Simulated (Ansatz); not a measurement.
# How strongly the parts of twisted silicene bilayer, 5.09° (508 atoms) bind

Aim: the interaction energy between the two parts of twisted silicene bilayer, 5.09° (508 atoms) and its distance dependence.

Method: Kohn-Sham DFT, PBE+D4, PAW (set soft_1), plane waves, in Ansatz 0.2.0.

## 1. The starting structure

The cell holds 508 atoms: 508 Si. Cell: a = 43.500 Å, b = 43.500 Å, c = 20.140 Å, α = 90.0°, β = 90.0°, γ = 120.0°. It derives from Si (silicene). Silicene (a = 3.86 Å) under silicene (a = 3.86 Å), bilayer, commensurate cell of 127 unit cells a layer, twist 5.09 deg; facing planes 3.26 Å apart; 16 Å of vacuum; layers as built, displaced by a Gaussian of 0.01 Å. Regions: layer 1, 254 atoms (254 Si); layer 2, 254 atoms (254 Si). Vacuum lies along c.

What the set-up can't give: Sampling is at Γ alone, for a cell whose shortest periodic width is 38 Å.

## 2. Single point at the start

The forces at the start show how far the geometry lies from a minimum of this functional.

The input, input.yaml:

```yaml
crystal:
  lattice:
    - [43.5, 0.0, 0.0]
    - [-21.75, 37.67211, 0.0]
    - [0.0, 0.0, 20.14]
  atoms:
    - { symbol: Si, position: [0.05755, 0.90269, 0.41904] }
    - { symbol: Si, position: [0.06057, 0.8531, 0.39677] }
    - { symbol: Si, position: [0.10508, 0.00544, 0.41971] }
    - { symbol: Si, position: [0.1081, 0.95564, 0.39734] }
    - { symbol: Si, position: [0.06582, 0.75346, 0.41888] }
    - { symbol: Si, position: [0.06788, 0.70327, 0.3974] }
    - { symbol: Si, position: [0.11269, 0.85505, 0.41871] }
    - { symbol: Si, position: [0.11542, 0.80551, 0.39728] }
    - { symbol: Si, position: [0.15986, 0.95751, 0.41942] }
    - { symbol: Si, position: [0.16233, 0.90808, 0.39762] }
    - { symbol: Si, position: [0.07299, 0.60354, 0.41943] }
    - { symbol: Si, position: [0.07633, 0.55363, 0.39709] }
    - { symbol: Si, position: [0.12089, 0.70637, 0.41951] }
    - { symbol: Si, position: [0.12321, 0.65628, 0.397] }
    - { symbol: Si, position: [0.16761, 0.80824, 0.41892] }
    - { symbol: Si, position: [0.17071, 0.75876, 0.39729] }
    - { symbol: Si, position: [0.21474, 0.91052, 0.41887] }
    - { symbol: Si, position: [0.21827, 0.86104, 0.39666] }
    - { symbol: Si, position: [0.26238, 0.01296, 0.42012] }
    - { symbol: Si, position: [0.26474, 0.96295, 0.39769] }
    - { symbol: Si, position: [0.08168, 0.45414, 0.41975] }
    - { symbol: Si, position: [0.08425, 0.40426, 0.39763] }
    - { symbol: Si, position: [0.12831, 0.55628, 0.41939] }
    - { symbol: Si, position: [0.13108, 0.50639, 0.39753] }
    - { symbol: Si, position: [0.17605, 0.65902, 0.41936] }
    - { symbol: Si, position: [0.17845, 0.60889, 0.39703] }
    - { symbol: Si, position: [0.22313, 0.76145, 0.41946] }
    - { symbol: Si, position: [0.22565, 0.71096, 0.39757] }
    - { symbol: Si, position: [0.27017, 0.86313, 0.41908] }
    - { symbol: Si, position: [0.27274, 0.81335, 0.39837] }
    - { symbol: Si, position: [0.3181, 0.96611, 0.41918] }
    - { symbol: Si, position: [0.3204, 0.91631, 0.39644] }
    [... 470 atom lines left out ...]
    - { symbol: Si, position: [0.95771, 0.15988, 0.60271] }
    - { symbol: Si, position: [0.95518, 0.10711, 0.58117] }
    - { symbol: Si, position: [0.01316, 0.26277, 0.60285] }
    - { symbol: Si, position: [0.01014, 0.20962, 0.58051] }
    - { symbol: Si, position: [0.00502, 0.10442, 0.60228] }
    - { symbol: Si, position: [0.0024, 0.05276, 0.58093] }
kpoints:
  mp_grid: { grid: [1, 1, 1] }
hamiltonian:
  xc: pbe
  dispersion: d4
  pseudopotentials: { kind: paw, azcp: { folder: soft_1 } }
scf:
  occupations: { method: fermi_dirac, width: 0.025 }
output:
  forces: true
```

Started as:

```sh
$ ansatz run input.yaml --threads 32 --pin off --max-ram 143360MiB --backend cuda --events-out ev --progress --plain --runs-dir out
```

Numbers of over 12 decimals in the logs are rounded to 6 here.

What it wrote:

```text
[...]
Pseudopotentials: kind: paw
Pseudopotential: Si, paw, valence charge 4, recommended cutoff 420 eV (normal), soft_1/Si.paw.azcp
[... 5 lines on functional and potentials left out ...]
device memory: the entry about to start is reckoned to put 111.0 GiB on a device that reports 182.5 GiB free
GPU FFT provider: cuFFT
GPU libraries: cuBLAS 13.8.1, cuFFT 12.4.0, cuSOLVER 12.3.2
GPU matrix products: emulated (plane waves: as basis.precision tells), large ones in fixed point in workspaces of 1.00 GiB
Crystal: 508 atoms, lattice volume = 33004.159 Å³
Basis set: ecut = 420 eV, 644983 PW (Γ), exchange–correlation on 600×600×270 points (8 copies of the dense FFT grid, shifted against one another)
Bands: 1524, of which v1, the nominal top of the filled ones, is band 1016 counted from 1 (1015 counted from 0)
Symmetry: 1 space group operations
Space group: P1 (ITA 1), of the structure as read, at distance tolerance 3.2e-4 Å
k-points: 1
[... 3 lines on functional and potentials left out ...]
Initial density: superposition of atomic densities (neutral atoms: chi_scale 0, normalization atom)
Initial wavefunctions: pseudopotential atomic-orbital guess
GPU buffer pool allocated for 12150000 grid points (all kernels)
GPU transforms: local potential and band sums: pruned to the plane-wave sphere, on 300×300×135
GPU projectors: on the FFT box's points about the atoms, with room for 4558284 of them (16 bands a pass); a geometry past the room, sums that fail their trial, or a want of GPU memory keeps the tables, and a block in half precision can take them where they are the faster
[...]
SCF iter   1: F=—  HF=-322893.135816 eV  |F-HF|=—  |Δ(HF+E_count)|=         —  Δρ=2.54e-2  dr2=2.25e2  ethr=3.10e-3  ⟨swp⟩=8.0  Hψ=8672  notcnv=0  defer=28
preconditioner: auto → LDOS  [metal: Δε(μ)=0.038 eV  Ē_g=7.242 eV  σ=0.025 eV  W_gap=0.32  n_scr=2812 (ndim 8)  ℏωp=9.2 eV  f_vac=0.547  D(μ)=116.77/eV (n_scr^D=304)  β→1.0]
[...]
SCF iter  15: F=—  HF=-322827.191757 eV  |F-HF|=—  |Δ(HF+E_count)|=   3.36e-7  Δρ=4.66e-7  dr2=2.61e-7  ethr=4.69e-11  ⟨swp⟩=2.0  Hψ=1671  notcnv=0  defer=430
SCF iter  16: F=-322827.191758 eV  HF=-322827.191758 eV  |F-HF|=8.91e-9  |Δ(HF+E_count)|=   2.28e-7  Δρ=1.96e-7  dr2=5.51e-8  ethr=4.92e-12  ⟨swp⟩=4.0  Hψ=3590  notcnv=0
SCF 1 converged in 16 iterations: F = -322827.191758 eV  dr2 = 5.51e-8
[...]
SCF converged after 16 iterations
Free energy (F): -322827.191758 eV
Harris-Foulkes:  -322827.191758 eV  (|F-HF|=8.91e-9)
Internal energy: -322826.931188 eV  (E = F + TS)
E sigma→0 (E₀):  -322827.061473 eV
Entropy (-TS):   -0.260570 eV (-0.513 meV/atom)
Fermi energy:    -1.252464 eV
--- Per-component energies (eV) ---
[...]
Σ components = -322827.191758   (vs F -322827.191758, Δ=0.00e0)
--- Forces (eV/Å), atoms counted from 1 ---
[... 508 lines of forces left out ...]
  max |Σ_I F_I| component: 4.18e-5 eV/Å
```

The job ended after 17 s (1 × NVIDIA GB200 with 32 threads of Arm Neoverse V2, shared host; peak memory 5.8 GiB; 40 s of CPU time).

That memory is the host's; the program planned 111 GiB on the GPU.

The r.m.s. force at the start is 0.25 eV/Å.

## 3. Relaxation

With the cell held, the atoms are moved downhill towards a nearby minimum.

The input, input.yaml:

```yaml
crystal:
  lattice:
    - [43.5, 0.0, 0.0]
    - [-21.75, 37.67211, 0.0]
    - [0.0, 0.0, 20.14]
  atoms:
    [... the 508 atom lines of step 2 ...]
kpoints:
  mp_grid: { grid: [1, 1, 1] }
hamiltonian:
  xc: pbe
  dispersion: d4
  pseudopotentials: { kind: paw, azcp: { folder: soft_1 } }
scf:
  occupations: { method: fermi_dirac, width: 0.025 }
output:
  forces: true
relax:
  f_tol: 0.05
  max_steps: 120
```

What it wrote:

```text
The last accepted step is kept in <dir> (removed where the run ends without a failure and the disk answers)
[...]
Pseudopotentials: kind: paw
Pseudopotential: Si, paw, valence charge 4, recommended cutoff 420 eV (normal), soft_1/Si.paw.azcp
[...]
Crystal: 508 atoms, lattice volume = 33004.159 Å³
Basis set: ecut = 420 eV, 644983 PW (Γ), exchange–correlation on 600×600×270 points (8 copies of the dense FFT grid, shifted against one another)
Bands: 1524, of which v1, the nominal top of the filled ones, is band 1016 counted from 1 (1015 counted from 0)
Symmetry: 1 space group operations
Space group: P1 (ITA 1), of the structure as read, at distance tolerance 3.2e-4 Å
k-points: 1
[...]
Initial density: superposition of atomic densities (neutral atoms: chi_scale 0, normalization atom)
Initial wavefunctions: pseudopotential atomic-orbital guess
[...]
SCF iter   1: F=—  HF=-322893.135793 eV  |F-HF|=—  |Δ(HF+E_count)|=         —  Δρ=2.54e-2  dr2=2.25e2  ethr=3.10e-3  ⟨swp⟩=8.0  Hψ=8672  notcnv=0  defer=28
preconditioner: auto → LDOS  [metal: Δε(μ)=0.038 eV  Ē_g=7.242 eV  σ=0.025 eV  W_gap=0.32  n_scr=2812 (ndim 8)  ℏωp=9.2 eV  f_vac=0.547  D(μ)=116.77/eV (n_scr^D=304)  β→1.0]
SCF iter   2: F=—  HF=-322835.762647 eV  |F-HF|=—  |Δ(HF+E_count)|=    5.74e1  Δρ=6.67e-3  dr2=3.05e1  ethr=3.10e-3  ⟨swp⟩=4.0  Hψ=3739  notcnv=0  defer=437
[...]
SCF iter  11: F=-322827.191726 eV  HF=-322827.191750 eV  |F-HF|=2.42e-5  |Δ(HF+E_count)|=   2.22e-5  Δρ=5.25e-6  dr2=4.22e-5  ethr=3.08e-9  ⟨swp⟩=1.0  Hψ=3638  notcnv=0
SCF 1 converged in 11 iterations: F = -322827.191726 eV  dr2 = 4.22e-5
[...]
relax step   1: F+E_penalty+E_count = -322827.19172555 eV  Δ(F+E_penalty+E_count) = +0.000e0 eV  max|allowed force component| = 8.491e-1 eV/Å  Δτ_max = 0.0000 Å  (11 SCF iters, dr2 threshold 6.25e-5 eV, accepted)
[...]
relax step  16: F+E_penalty+E_count = -322867.16093916 eV  Δ(F+E_penalty+E_count) = -2.349e-1 eV  max|allowed force component| = 5.118e-1 eV/Å  Δτ_max = 0.0997 Å  (7 SCF iters, dr2 threshold 1.00e-4 eV, accepted)
[...]
relax step  61: F+E_penalty+E_count = -322877.32048018 eV  Δ(F+E_penalty+E_count) = -1.864e-1 eV  max|allowed force component| = 4.345e-1 eV/Å  Δτ_max = 0.0656 Å  (6 SCF iters, dr2 threshold 1.00e-4 eV, accepted)
[...]
relax step 120: F+E_penalty+E_count = -322886.37656122 eV  Δ(F+E_penalty+E_count) = -2.689e-2 eV  max|allowed force component| = 1.323e-1 eV/Å  Δτ_max = 0.0366 Å  (9 SCF iters, accepted)
Step failed. What follows is not a result of the run: it is the report of the last solve that finished, which converged after 9 SCF iterations.
Free energy (F): -322886.376561 eV
Harris-Foulkes:  -322886.376561 eV  (|F-HF|=3.48e-8)
Internal energy: -322886.273416 eV  (E = F + TS)
E sigma→0 (E₀):  -322886.324989 eV
Entropy (-TS):   -0.103145 eV (-0.203 meV/atom)
Fermi energy:    -1.234241 eV
--- Per-component energies (eV) ---
[...]
Σ components = -322886.376561   (vs F -322886.376561, Δ=0.00e0)
--- Forces (eV/Å), atoms counted from 1 ---
[... 508 lines of forces left out ...]
  max |Σ_I F_I| component: 2.68e-5 eV/Å
End of that report.
this run last wrote the structure of step 120 to <dir>
Error: geometry relaxation did not converge after 120 steps: max|allowed force component| = 1.32e-1 eV/Å (threshold 5.0e-2). Raise `relax.max_steps` over both its present limit and 120, loosen `relax.f_tol`, or start from a geometry closer to equilibrium. Where this run's directory can be resumed (`checkpoint.write`), a resume goes on for up to `relax.max_steps` more
```

Elapsed: 18 min, on 1 × NVIDIA GB200 with 32 threads; peak memory 6.4 GiB.

The relaxation was stopped at its limit after 120 steps, 59.2 eV below its start, with a largest force component of 0.13 eV/Å.

## 4. Single point at the relaxed geometry

The electronic structure is read at the final geometry, in a run of its own.

The input, input.yaml:

```yaml
crystal:
  lattice:
    - [43.5, 0.0, 0.0]
    - [-21.75, 37.67211, 0.0]
    - [0.0, 0.0, 20.14]
  atoms:
    - { symbol: Si, position: [0.05882, 0.90456, 0.45784] }
    - { symbol: Si, position: [0.05992, 0.85391, 0.4187] }
    - { symbol: Si, position: [0.10574, 0.00651, 0.45117] }
    - { symbol: Si, position: [0.10823, 0.95605, 0.41377] }
    - { symbol: Si, position: [0.06186, 0.75349, 0.40663] }
    - { symbol: Si, position: [0.06038, 0.70311, 0.45058] }
    [... 496 atom lines left out ...]
    - { symbol: Si, position: [0.95771, 0.15706, 0.58895] }
    - { symbol: Si, position: [0.95519, 0.10463, 0.55564] }
    - { symbol: Si, position: [0.0092, 0.25784, 0.58022] }
    - { symbol: Si, position: [0.00855, 0.20604, 0.54416] }
    - { symbol: Si, position: [0.00753, 0.1035, 0.58209] }
    - { symbol: Si, position: [0.00463, 0.05127, 0.54283] }
kpoints:
  mp_grid: { grid: [1, 1, 1] }
hamiltonian:
  xc: pbe
  dispersion: d4
  pseudopotentials: { kind: paw, azcp: { folder: soft_1 } }
scf:
  occupations: { method: fermi_dirac, width: 0.025 }
output:
  forces: true
  populations: true
  dos:
    method: { smearing: { sigma: 0.08 } }
    de: 0.1
    projected: { site_lists: { Si: [Si] } }
  eigenvalues: true
  write_density: true
  write_potential: true
  volumetric_format: npy
  elf: true
```

What it wrote:

```text
[...]
GPU FFT provider: cuFFT
GPU libraries: cuBLAS 13.8.1, cuFFT 12.4.0, cuSOLVER 12.3.2
[...]
Crystal: 508 atoms, lattice volume = 33004.159 Å³
Basis set: ecut = 420 eV, 644983 PW (Γ), exchange–correlation on 600×600×270 points (8 copies of the dense FFT grid, shifted against one another)
Bands: 1524, of which v1, the nominal top of the filled ones, is band 1016 counted from 1 (1015 counted from 0)
Symmetry: 1 space group operations
[...]
k-points: 1
[...]
GPU buffer pool allocated for 12150000 grid points (all kernels)
[...]
SCF iter   1: F=—  HF=-322946.371304 eV  |F-HF|=—  |Δ(HF+E_count)|=         —  Δρ=2.32e-2  dr2=2.45e2  ethr=3.10e-3  ⟨swp⟩=8.0  Hψ=8716  notcnv=0  defer=132
[...]
SCF iter  15: F=-322886.376440 eV  HF=-322886.376440 eV  |F-HF|=2.68e-9  |Δ(HF+E_count)|=   1.21e-7  Δρ=2.16e-7  dr2=6.65e-8  ethr=4.92e-12  ⟨swp⟩=32.0  Hψ=16719  notcnv=0
[...]
SCF 1 converged in 15 iterations: F = -322886.376440 eV  dr2 = 6.65e-8
[...]
WARN: The output density's exchange-correlation potential varies sharply where the density is thin. Do not read a vacuum level from v_tot or v_xc, or from such a field of the output density. On a cell that repeats whose density bears no net charge and no dipole along the vacuum's axis use v_es (v_loc + v_h of the components); [...]
SCF converged after 15 iterations
Free energy (F): -322886.376440 eV
[...]
Internal energy: -322886.273306 eV  (E = F + TS)
E sigma→0 (E₀):  -322886.324873 eV
Entropy (-TS):   -0.103134 eV (-0.203 meV/atom)
Fermi energy:    -1.234231 eV
[...]
--- Forces (eV/Å), atoms counted from 1 ---
[... 508 lines of forces left out ...]
  max |Σ_I F_I| component: 1.67e-4 eV/Å
--- Band table (eV) ---
[... left out ...]
--- Löwdin populations: 508 sites ---
  site symbol       q [e]
[... 508 lines, one an atom, left out ...]
  spilling = 0.013547 (of n_electrons = 2032.000000)
```

Elapsed: 35 s, on 1 × NVIDIA GB200 with 32 threads; peak memory 12 GiB.

That memory is the host's; the program planned 112 GiB on the GPU.

The program notes that the exchange-correlation potential is rough where the density is thin.

Read from the output:

| Item | Value |
| --- | --- |
| free energy | -322886.3764 eV |
| free energy per atom | -635.6031 eV/atom |
| SCF cycles | 15 |
| r.m.s. force component | 0.00998 eV/Å |
| longest force | 0.1327 eV/Å |
| Fermi energy | -1.234 eV |
| levels partly filled by over 2 per cent | 5 |
| potential in mid-vacuum, over the Fermi level | 4.68 eV |
| potential 4.5 Å over the upper face | 4.683 eV |
| potential 4.5 Å under the lower face | 4.676 eV |
| spilling of the projection | 0.01355 |

The mean of these charges, 0.054 e, is only the charge that the projection spills.

Löwdin charges by element and coordination (they lack the spilled electrons, 0.054 e an atom on average):

```tsv
element	coordination	atoms	mean charge (e)	spread	least	most
Si	all	508	0.0542	0.0566	-0.104	0.167
Si	3	286	0.0345	0.065	-0.104	0.167
Si	4	222	0.0796	0.0273	0.0195	0.146
```

By region:

```tsv
region	atoms	mean length of the force (eV/Å)
layer 1	254	0.01
layer 2	254	0.011
```

States in the cell by windows of 1 eV, zero at the Fermi level; some projections on atomic orbitals stand beside the total:

```tsv
from (eV)	to (eV)	total	Si p	Si s
-13	-12	0.4	0.0	0.3
-12	-11	69.3	13.8	54.9
-11	-10	102.2	28.9	72.4
-10	-9	168.9	47.3	120.6
-9	-8	141.5	44.6	96.0
-8	-7	121.9	51.6	69.5
-7	-6	147.7	72.0	74.2
-6	-5	113.6	59.6	52.7
-5	-4	156.3	113.4	40.5
-4	-3	264.7	233.6	27.3
-3	-2	297.9	271.4	22.0
-2	-1	250.1	228.5	16.9
-1	0	195.4	170.4	20.4
0	1	150.2	115.5	25.2
1	2	269.9	186.0	54.5
```

The curve was stored every 0.100 eV, coarse against its broadening of 0.08 eV, so these counts are rough.

Not all projections were asked for or kept, so they needn't add up to the total.

The levels nearest the highest filled one (over half full), pooled over k-points and spins:

```tsv
level less the highest filled one (eV)	occupation
-0.196	2.00
-0.175	2.00
-0.165	2.00
-0.111	1.98
-0.0847	1.95
0	1.18
0.032	0.575
0.068	0.174
0.0875	0.084
0.114	0.03
0.135	0.013
0.170	0.003
```

Planar average of the electrostatic potential energy along the normal, with the Fermi level as zero, after a running mean with a triangular window 4 Å wide at its base:

```tsv
height (Å)	potential energy (eV)
0.0	4.68
0.6	4.68
1.2	4.68
1.6	4.68
2.2	4.68
2.8	4.68
3.4	4.67
4.0	4.67
4.6	4.63
5.1	4.55
5.7	4.19
6.3	3.24
6.9	1.37
7.5	-1.23
8.1	-3.67
8.5	-4.74
9.1	-4.93
9.7	-4.42
10.3	-4.30
10.9	-4.77
11.5	-4.87
11.9	-4.10
12.5	-1.92
13.1	0.74
13.7	2.86
14.3	4.03
14.9	4.50
15.4	4.62
16.0	4.67
16.6	4.68
17.2	4.68
17.8	4.68
18.3	4.68
18.8	4.68
19.4	4.68
20.0	4.68
```

No gap is quoted, since levels at the Fermi energy are partly filled. Löwdin charges run from -0.10 to +0.17 e, about a mean that is the spilled charge alone. Within 0.4 eV of the Fermi level the largest share is Si p (87 % of the projected weight). The potential stands 4.68 eV above the Fermi level over the upper face and 4.68 eV under the lower one, a reading of the work function, with no dipole correction.

## 5. The lower part alone

The lower part (layer 1) is solved alone, atoms held, in the same cell.

The input, input.yaml:

```yaml
crystal:
  lattice:
    - [43.5, 0.0, 0.0]
    - [-21.75, 37.67211, 0.0]
    - [0.0, 0.0, 20.14]
  atoms:
    - { symbol: Si, position: [0.05882, 0.90456, 0.45784] }
    - { symbol: Si, position: [0.05992, 0.85391, 0.4187] }
    - { symbol: Si, position: [0.10574, 0.00651, 0.45117] }
    - { symbol: Si, position: [0.10823, 0.95605, 0.41377] }
    - { symbol: Si, position: [0.06186, 0.75349, 0.40663] }
    - { symbol: Si, position: [0.06038, 0.70311, 0.45058] }
    [... 242 atom lines left out ...]
    - { symbol: Si, position: [0.04218, 0.36037, 0.43644] }
    - { symbol: Si, position: [0.04057, 0.30717, 0.40389] }
    - { symbol: Si, position: [0.99442, 0.10215, 0.435] }
    - { symbol: Si, position: [0.99657, 0.05061, 0.40181] }
    - { symbol: Si, position: [0.04294, 0.20549, 0.44399] }
    - { symbol: Si, position: [0.04507, 0.15567, 0.40187] }
kpoints:
  mp_grid: { grid: [1, 1, 1] }
hamiltonian:
  xc: pbe
  dispersion: d4
  pseudopotentials: { kind: paw, azcp: { folder: soft_1 } }
scf:
  occupations: { method: fermi_dirac, width: 0.025 }
output:
  forces: true
  eigenvalues: true
  write_density: true
  write_potential: true
  volumetric_format: npy
```

What it wrote:

```text
[...]
GPU FFT provider: cuFFT
GPU libraries: cuBLAS 13.8.1, cuFFT 12.4.0, cuSOLVER 12.3.2
[...]
Crystal: 254 atoms, lattice volume = 33004.159 Å³
Basis set: ecut = 420 eV, 644983 PW (Γ), exchange–correlation on 600×600×270 points (8 copies of the dense FFT grid, shifted against one another)
Bands: 762, of which v1, the nominal top of the filled ones, is band 508 counted from 1 (507 counted from 0)
Symmetry: 1 space group operations
[...]
k-points: 1
[...]
GPU buffer pool allocated for 12150000 grid points (all kernels)
[...]
SCF iter   1: F=—  HF=-161393.377326 eV  |F-HF|=—  |Δ(HF+E_count)|=         —  Δρ=1.66e-2  dr2=1.23e2  ethr=3.10e-3  ⟨swp⟩=8.0  Hψ=4480  notcnv=0  defer=172
[...]
SCF iter  12: F=-161354.453746 eV  HF=-161354.453746 eV  |F-HF|=8.54e-8  |Δ(HF+E_count)|=   4.99e-7  Δρ=1.76e-7  dr2=2.93e-8  ethr=9.84e-12  ⟨swp⟩=31.0  Hψ=9137  notcnv=0
SCF 1 converged in 12 iterations: F = -161354.453746 eV  dr2 = 2.93e-8
[...]
SCF converged after 12 iterations
Free energy (F): -161354.453746 eV
[...]
Internal energy: -161354.403820 eV  (E = F + TS)
E sigma→0 (E₀):  -161354.428783 eV
Entropy (-TS):   -0.049927 eV (-0.197 meV/atom)
Fermi energy:    -2.933431 eV
[...]
--- Forces (eV/Å), atoms counted from 1 ---
[... 254 lines of forces left out ...]
  max |Σ_I F_I| component: 1.64e-4 eV/Å
--- Band table (eV) ---
[... left out ...]
```

Wall time 16 s (1 × NVIDIA GB200 with 32 threads); peak memory 6.8 GiB; 58 s of CPU time.

That memory is the host's; the program planned 63.9 GiB on the GPU.

(Part 1 of 3 ends here.)

[Logs are printed without paths, hosts, clocks, repeated set-up lines and the standing remarks that a program may print on its own settings, such as how far it seeks lower states.]

[Hosts, paths, dates, database ids (printed as entryN), source tags and the programs' standing remarks are cut or masked in the printed files.]
